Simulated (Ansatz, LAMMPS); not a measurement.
# Squeezing and shearing glassy 63SiO2-14B2O3-11Na2O-11CaO (mol %) (111 atoms), part 3 of 3

How stiff is glassy 63SiO2-14B2O3-11Na2O-11CaO (mol %) (111 atoms), and how do its levels respond to strain?

Ansatz 0.2.0; Kohn-Sham DFT, RPBE, PAW (set soft_2), plane waves.

The cell: 22 Si, 10 B, 8 Na, 4 Ca and 67 O. The quench rate of 100 K/ps is orders of magnitude faster than experiment. The starting topology of bonds comes from the classical model. Only the Γ point is sampled.

So far. Step 9 (Volume -10 %): The relaxation converged after 17 steps, 5.06 eV below its start, with a largest force component of 0.020 eV/Å. Step 9 (Volume -10 %): Volume -10 %: the energy stands 2.92 eV above that of the reference, at a pressure of 6.83 GPa.

## (10) Stretched by 1 % along x

The relaxed cell is strained along x alone, which gives the stiffness along x and its coupling to y and z.

input.yaml

```yaml
crystal:
  lattice:
    - [11.69943, -0.19402, 0.06003]
    - [-0.19596, 10.90202, -0.06671]
    - [0.06063, -0.06671, 11.40273]
  atoms:
    [... the 111 atom lines of step 4 ...]
kpoints:
  mp_grid: { grid: [1, 1, 1] }
hamiltonian:
  xc: rpbe
scf:
  occupations: { method: fermi_dirac, width: 0.05 }
output:
  forces: true
  eigenvalues: true
  stress: true
relax:
  f_tol: 0.05
  max_steps: 70
```

Started as:

```bash
$ ansatz run input.yaml --threads 4 --pin off --max-ram 8192MiB --backend cpu --events-out ev --progress --plain --runs-dir out
```

Numbers of over 12 decimals in the logs are rounded to 6 here.

Log:

```text
[...]
Crystal: 111 atoms, lattice volume = 1453.865 Å³
Basis set: ecut = 420 eV, 28431 PW (Γ), exchange–correlation on 160×150×160 points (8 copies of the dense FFT grid, shifted against one another)
Bands: 427, of which v1, the nominal top of the filled ones, is band 316 counted from 1 (315 counted from 0)
Symmetry: 1 space group operations
[...]
k-points: 1
[...]
SCF iter   1: F=—  HF=-73076.307793 eV  |F-HF|=—  |Δ(HF+E_count)|=         —  Δρ=4.37e-3  dr2=2.93e-1  ethr=1.77e-3  ⟨swp⟩=7.0  Hψ=2031  notcnv=0  defer=93
[...]
SCF iter   5: F=—  HF=-73076.283007 eV  |F-HF|=—  |Δ(HF+E_count)|=   1.74e-5  Δρ=1.43e-4  dr2=2.72e-4  ethr=2.26e-7  ⟨swp⟩=2.0  Hψ=537  notcnv=0  defer=107
SCF iter   6: F=-73076.283052 eV  HF=-73076.283055 eV  |F-HF|=2.95e-6  |Δ(HF+E_count)|=   4.82e-5  Δρ=4.54e-5  dr2=3.31e-5  ethr=9.89e-9  ⟨swp⟩=15.0  Hψ=2844  notcnv=0
SCF 1 converged in 6 iterations: F = -73076.283052 eV  dr2 = 3.31e-5
[...]
relax step   1: F+E_penalty+E_count = -73076.28305245 eV  Δ(F+E_penalty+E_count) = +0.000e0 eV  max|allowed force component| = 3.619e-1 eV/Å  Δτ_max = 0.0000 Å  (6 SCF iters, dr2 threshold 6.25e-5 eV, accepted)
[...]
relax step   2: F+E_penalty+E_count = -73076.32114493 eV  Δ(F+E_penalty+E_count) = -3.809e-2 eV  max|allowed force component| = 2.111e-1 eV/Å  Δτ_max = 0.0221 Å  (6 SCF iters, dr2 threshold 8.19e-6 eV, accepted)
[...]
relax step   3: F+E_penalty+E_count = -73076.34051291 eV  Δ(F+E_penalty+E_count) = -1.937e-2 eV  max|allowed force component| = 1.119e-1 eV/Å  Δτ_max = 0.0227 Å  (6 SCF iters, dr2 threshold 2.78e-6 eV, accepted)
relax step   4: F+E_penalty+E_count = -73076.34353230 eV  Δ(F+E_penalty+E_count) = -3.019e-3 eV  max|allowed force component| = 1.073e-1 eV/Å  Δτ_max = 0.0300 Å  (6 SCF iters, dr2 threshold 3.53e-6 eV, accepted)
relax step   5: F+E_penalty+E_count = -73076.34571674 eV  Δ(F+E_penalty+E_count) = -2.184e-3 eV  max|allowed force component| = 8.645e-2 eV/Å  Δτ_max = 0.0187 Å  (5 SCF iters, dr2 threshold 3.24e-6 eV, accepted)
relax step   6: F+E_penalty+E_count = -73076.34654631 eV  Δ(F+E_penalty+E_count) = -8.296e-4 eV  max|allowed force component| = 2.467e-2 eV/Å  Δτ_max = 0.0071 Å  (4 SCF iters, dr2 threshold 4.85e-6 eV, accepted)
[...]
relax step   7: F+E_penalty+E_count = -73076.34654696 eV  Δ(F+E_penalty+E_count) = -6.464e-7 eV  max|allowed force component| = 2.462e-2 eV/Å  Δτ_max = 0.0000 Å  (4 SCF iters, accepted)
SCF converged after 4 iterations
Free energy (F): -73076.346547 eV
[...]
Internal energy: -73076.346547 eV  (E = F + TS)
E sigma→0 (E₀):  -73076.346547 eV
Fermi energy:    5.716045 eV
[...]
Σ components = -73076.346547   (vs F -73076.346547, Δ=0.00e0)
--- Forces (eV/Å), atoms counted from 1 ---
  atom   1  Si    -0.00940438     0.00686533     0.01110778
  atom   2  Si    -0.00416168     0.00531858     0.00434755
  atom   3  Si    -0.00688538     0.00383285    -0.00808678
  atom   4  Si    -0.00016149    -0.00325845    -0.00261150
[...]
atom 111  O      0.01049716    -0.01036278    -0.00414281
  max |Σ_I F_I| component: 1.72e-4 eV/Å
--- Stress (GPa, compression-positive) ---
       -1.350872      -0.014979      -0.023809
       -0.014984      -0.333600      -0.006048
       -0.023808      -0.006046      -0.302056
  P = ⅓ Tr σ = -0.6622 GPa (-6.622 kbar)
--- Band table (eV) ---
[...]
--- Relaxed structure (7 steps of the walk, 7 accepted, 0 SCFs on fresh bases) ---
  F+E_penalty+E_count = -73076.34654696 eV   max|allowed force component| = 2.462e-2 eV/Å
  atoms:
    - { symbol: Si, position: [0.036685, 0.669069, 0.313917] }
    - { symbol: Si, position: [0.245879, 0.931158, 0.447543] }
    - { symbol: Si, position: [0.575264, 0.952081, 0.137794] }
    - { symbol: Si, position: [0.169883, 0.254977, 0.152098] }
[...]
- { symbol: O, position: [0.070890, 0.472143, 0.681478] }
```

It took 39 s on 4 threads of AMD EPYC 9R45, shared host; peak memory 2.2 GiB.

The relaxation converged after 7 steps, 0.0635 eV below its start, with a largest force component of 0.025 eV/Å.

Stretched by 1 % along x: the energy stands 0.0560 eV above that of the reference, at a pressure of -0.662 GPa.

## (11) Compressed by 1 % along x

The relaxed cell is strained along x alone, which gives the stiffness along x and its coupling to y and z.

input.yaml, the sections that differ from step 10:

```yaml
crystal:
  lattice:
    - [11.46775, -0.19402, 0.06003]
    - [-0.19208, 10.90202, -0.06671]
    - [0.05943, -0.06671, 11.40273]
  atoms:
    [... the 111 atom lines of step 4 ...]
# kpoints, hamiltonian, scf, output, relax: as in step 10
```

Log:

```text
[...]
Crystal: 111 atoms, lattice volume = 1425.075 Å³
Basis set: ecut = 420 eV, 27829 PW (Γ), exchange–correlation on 160×150×160 points (8 copies of the dense FFT grid, shifted against one another)
Bands: 427, of which v1, the nominal top of the filled ones, is band 316 counted from 1 (315 counted from 0)
Symmetry: 1 space group operations
[...]
k-points: 1
[...]
SCF iter   1: F=—  HF=-73076.293070 eV  |F-HF|=—  |Δ(HF+E_count)|=         —  Δρ=4.44e-3  dr2=2.97e-1  ethr=1.77e-3  ⟨swp⟩=7.0  Hψ=2068  notcnv=0  defer=84
[...]
SCF iter   5: F=—  HF=-73076.266994 eV  |F-HF|=—  |Δ(HF+E_count)|=   2.69e-6  Δρ=1.43e-4  dr2=2.70e-4  ethr=2.20e-7  ⟨swp⟩=2.0  Hψ=640  notcnv=0  defer=106
SCF iter   6: F=-73076.267044 eV  HF=-73076.267046 eV  |F-HF|=2.10e-6  |Δ(HF+E_count)|=   5.18e-5  Δρ=4.55e-5  dr2=3.27e-5  ethr=9.89e-9  ⟨swp⟩=13.0  Hψ=2619  notcnv=0
SCF 1 converged in 6 iterations: F = -73076.267044 eV  dr2 = 3.27e-5
[...]
relax step   1: F+E_penalty+E_count = -73076.26704414 eV  Δ(F+E_penalty+E_count) = +0.000e0 eV  max|allowed force component| = 4.056e-1 eV/Å  Δτ_max = 0.0000 Å  (6 SCF iters, dr2 threshold 6.25e-5 eV, accepted)
[...]
relax step   2: F+E_penalty+E_count = -73076.30835474 eV  Δ(F+E_penalty+E_count) = -4.131e-2 eV  max|allowed force component| = 2.283e-1 eV/Å  Δτ_max = 0.0189 Å  (5 SCF iters, dr2 threshold 1.03e-5 eV, accepted)
[...]
relax step   3: F+E_penalty+E_count = -73076.33086969 eV  Δ(F+E_penalty+E_count) = -2.251e-2 eV  max|allowed force component| = 6.518e-2 eV/Å  Δτ_max = 0.0187 Å  (6 SCF iters, dr2 threshold 3.26e-6 eV, accepted)
[...]
relax step   4: F+E_penalty+E_count = -73076.33370395 eV  Δ(F+E_penalty+E_count) = -2.834e-3 eV  max|allowed force component| = 4.549e-2 eV/Å  Δτ_max = 0.0107 Å  (7 SCF iters, accepted)
SCF converged after 7 iterations
Free energy (F): -73076.333704 eV
[...]
Internal energy: -73076.333704 eV  (E = F + TS)
E sigma→0 (E₀):  -73076.333704 eV
Fermi energy:    5.929225 eV
[...]
Σ components = -73076.333704   (vs F -73076.333704, Δ=0.00e0)
--- Forces (eV/Å), atoms counted from 1 ---
  atom   1  Si     0.00246634     0.00119042    -0.01611586
  atom   2  Si     0.01184592     0.01659495     0.00952925
  atom   3  Si     0.01433940    -0.04215582    -0.00109400
  atom   4  Si    -0.02224809     0.00733829     0.00264040
[...]
atom 111  O      0.01750626     0.01460457     0.00994741
  max |Σ_I F_I| component: 9.88e-5 eV/Å
--- Stress (GPa, compression-positive) ---
        1.440203      -0.028427       0.042353
       -0.028433       0.328568      -0.014733
        0.042353      -0.014731       0.390131
  P = ⅓ Tr σ = 0.7196 GPa (7.196 kbar)
--- Band table (eV) ---
[...]
--- Relaxed structure (4 steps of the walk, 4 accepted, 0 SCFs on fresh bases) ---
  F+E_penalty+E_count = -73076.33370395 eV   max|allowed force component| = 4.549e-2 eV/Å
  atoms:
    - { symbol: Si, position: [0.037719, 0.668622, 0.315178] }
    - { symbol: Si, position: [0.243723, 0.931874, 0.446925] }
    - { symbol: Si, position: [0.575430, 0.954637, 0.138446] }
    - { symbol: Si, position: [0.169554, 0.252924, 0.155388] }
[...]
- { symbol: O, position: [0.073765, 0.475326, 0.682297] }
```

Wall time 24 s (4 threads); peak memory 2.1 GiB.

The relaxation converged after 4 steps, 0.0667 eV below its start, with a largest force component of 0.045 eV/Å.

Compressed by 1 % along x: the energy stands 0.0689 eV above that of the reference, at a pressure of 0.720 GPa.

## (12) Sheared by 2 % in xy

A shear of the relaxed cell gives the modulus that volume changes can't reach.

input.yaml, the sections that differ from step 11:

```yaml
crystal:
  lattice:
    - [11.58165, -0.07818, 0.06003]
    - [-0.085, 10.90008, -0.06671]
    - [0.05936, -0.06611, 11.40273]
  atoms:
    [... the 111 atom lines of step 4 ...]
# kpoints, hamiltonian, scf, output, relax: as in step 11
```

Log:

```text
[...]
Crystal: 111 atoms, lattice volume = 1439.326 Å³
Basis set: ecut = 420 eV, 28127 PW (Γ), exchange–correlation on 160×150×160 points (8 copies of the dense FFT grid, shifted against one another)
Bands: 427, of which v1, the nominal top of the filled ones, is band 316 counted from 1 (315 counted from 0)
Symmetry: 1 space group operations
[...]
k-points: 1
[...]
SCF iter   1: F=—  HF=-73076.246994 eV  |F-HF|=—  |Δ(HF+E_count)|=         —  Δρ=4.43e-3  dr2=2.99e-1  ethr=1.77e-3  ⟨swp⟩=7.0  Hψ=2044  notcnv=0  defer=93
[...]
SCF iter   5: F=—  HF=-73076.220217 eV  |F-HF|=—  |Δ(HF+E_count)|=   3.49e-6  Δρ=1.42e-4  dr2=2.69e-4  ethr=2.25e-7  ⟨swp⟩=2.0  Hψ=640  notcnv=0  defer=106
SCF iter   6: F=-73076.220279 eV  HF=-73076.220278 eV  |F-HF|=9.26e-7  |Δ(HF+E_count)|=   6.09e-5  Δρ=4.59e-5  dr2=3.33e-5  ethr=9.89e-9  ⟨swp⟩=14.0  Hψ=2898  notcnv=0
SCF 1 converged in 6 iterations: F = -73076.220279 eV  dr2 = 3.33e-5
[...]
relax step   1: F+E_penalty+E_count = -73076.22027903 eV  Δ(F+E_penalty+E_count) = +0.000e0 eV  max|allowed force component| = 4.760e-1 eV/Å  Δτ_max = 0.0000 Å  (6 SCF iters, dr2 threshold 6.25e-5 eV, accepted)
[...]
relax step   2: F+E_penalty+E_count = -73076.28635904 eV  Δ(F+E_penalty+E_count) = -6.608e-2 eV  max|allowed force component| = 3.017e-1 eV/Å  Δτ_max = 0.0243 Å  (6 SCF iters, dr2 threshold 1.42e-5 eV, accepted)
[...]
relax step   3: F+E_penalty+E_count = -73076.32091495 eV  Δ(F+E_penalty+E_count) = -3.456e-2 eV  max|allowed force component| = 6.459e-2 eV/Å  Δτ_max = 0.0336 Å  (6 SCF iters, dr2 threshold 5.69e-6 eV, accepted)
relax step   4: F+E_penalty+E_count = -73076.32474455 eV  Δ(F+E_penalty+E_count) = -3.830e-3 eV  max|allowed force component| = 6.671e-2 eV/Å  Δτ_max = 0.0148 Å  (7 SCF iters, accepted)
relax step   5: F+E_penalty+E_count = -73076.31860735 eV  Δ(F+E_penalty+E_count) = +6.137e-3 eV  max|allowed force component| = 1.325e-1 eV/Å  Δτ_max = 0.0538 Å  (8 SCF iters, rejected (line search))
[...]
relax step   6: F+E_penalty+E_count = -73076.32876081 eV  Δ(F+E_penalty+E_count) = -4.016e-3 eV  max|allowed force component| = 2.098e-2 eV/Å  Δτ_max = 0.0262 Å  (8 SCF iters, accepted)
SCF converged after 8 iterations
Free energy (F): -73076.328761 eV
[...]
Internal energy: -73076.328761 eV  (E = F + TS)
E sigma→0 (E₀):  -73076.328761 eV
Fermi energy:    5.826126 eV
[...]
Σ components = -73076.328761   (vs F -73076.328761, Δ=0.00e0)
--- Forces (eV/Å), atoms counted from 1 ---
  atom   1  Si     0.01139288    -0.00700839    -0.00506855
  atom   2  Si    -0.00413207     0.00403592     0.00410227
  atom   3  Si     0.00332712     0.00654756     0.00708466
  atom   4  Si     0.00952769     0.00284314    -0.00084179
[...]
atom 111  O     -0.00320977     0.00440042     0.00342734
  max |Σ_I F_I| component: 1.32e-4 eV/Å
--- Stress (GPa, compression-positive) ---
        0.014074      -0.809932       0.007153
       -0.809938       0.084865      -0.013491
        0.007153      -0.013490       0.084059
  P = ⅓ Tr σ = 0.0610 GPa (0.610 kbar)
--- Band table (eV) ---
[...]
--- Relaxed structure (6 steps of the walk, 5 accepted, 0 SCFs on fresh bases) ---
  F+E_penalty+E_count = -73076.32876081 eV   max|allowed force component| = 2.098e-2 eV/Å
  atoms:
    - { symbol: Si, position: [0.036469, 0.668975, 0.314584] }
    - { symbol: Si, position: [0.243050, 0.929550, 0.447716] }
    - { symbol: Si, position: [0.572529, 0.953013, 0.137785] }
    - { symbol: Si, position: [0.173157, 0.255281, 0.153541] }
[...]
- { symbol: O, position: [0.072018, 0.474942, 0.683690] }
```

Elapsed: 37 s, on 4 threads; peak memory 2.1 GiB.

The relaxation converged after 6 steps, 0.108 eV below its start, with a largest force component of 0.021 eV/Å.

Sheared by 2 % in xy: the energy stands 0.0738 eV above that of the reference, at a pressure of 0.0610 GPa.

## (13) Pressure against volume

Atoms are relaxed at each volume, in the scaled cell.

```
volume change (%)  volume (Å³/atom)  energy change (meV/atom)  pressure (GPa)  largest move on relaxing (Å)  bonds  gap (eV)
              -10            11.671                     26.34            6.83                          0.45      -                3.63
               -6            12.190                      9.19            3.89                          0.30      -                3.51
               -3            12.579                      2.31            1.91                          0.17      -                3.40
               +0            12.968                      0.00            0.02                             -      -                3.33
               +3            13.357                      2.02           -1.72                          0.13      -                3.25
               +6            13.746                      7.67           -3.10                          0.49      -                3.13
```

## (14) Uniaxial strain and shear

Stress (GPa, compression positive) less that of the relaxed cell, atoms relaxed:

```
                   strain      xx      yy      zz      xy  energy change (meV/atom)
 stretched by 1 % along x  -1.374  -0.323  -0.336  -0.005                      0.50
compressed by 1 % along x   1.418   0.339   0.356  -0.018                      0.62
     sheared by 2 % in xy  -0.009   0.096   0.050  -0.800                      0.66
```

## (15) Outcome

The bulk modulus, from the slope of pressure against ln V over the three points nearest the relaxed volume, is 60.4 GPa; a quadratic over all points gives a pressure derivative of about 2.1. The gap goes from 3.63 eV at the smallest volume to 3.13 eV at the largest, -2.9 eV per unit of ln V by a straight line, on the run's k-points. In the Cartesian axes of the cell, finite differences give C11 = 140, C12 = 33.1, C13 = 34.6 and C66 = 40.0 GPa (the shear of 2 % is the engineering strain, εxy = 0.01). The mean of C11, C12 and C13, which equals the bulk modulus in a cubic or isotropic solid, is 69.1 GPa: it lies 14 % over the bulk modulus from the volumes. For an isotropic solid C66 would equal (C11 − C12)/2 = 53.2 GPa; so small a sample needn't be isotropic, and C66 rests on one shear. With the bulk modulus and C66 as K and G, Young's modulus would be about 98 GPa and Poisson's ratio 0.23.

Caveats: Strains are finite and relaxations stop at the force tolerance of the input, which can leave moduli too stiff; they are those of a static cell at zero temperature. Volumes are changed with the cell's shape held, so in an anisotropic solid the modulus lies over the one under free hydrostatic load. The program notes that the SCF threshold of the relaxations is loose for the stress.

The DFT runs together took 11 min of wall time.

[Logs are printed without paths, hosts, clocks, repeated set-up lines and the standing remarks that a program may print on its own settings, such as how far it seeks lower states.]

[Hosts, paths, dates, database ids (printed as entryN), source tags and the programs' standing remarks are cut or masked in the printed files.]
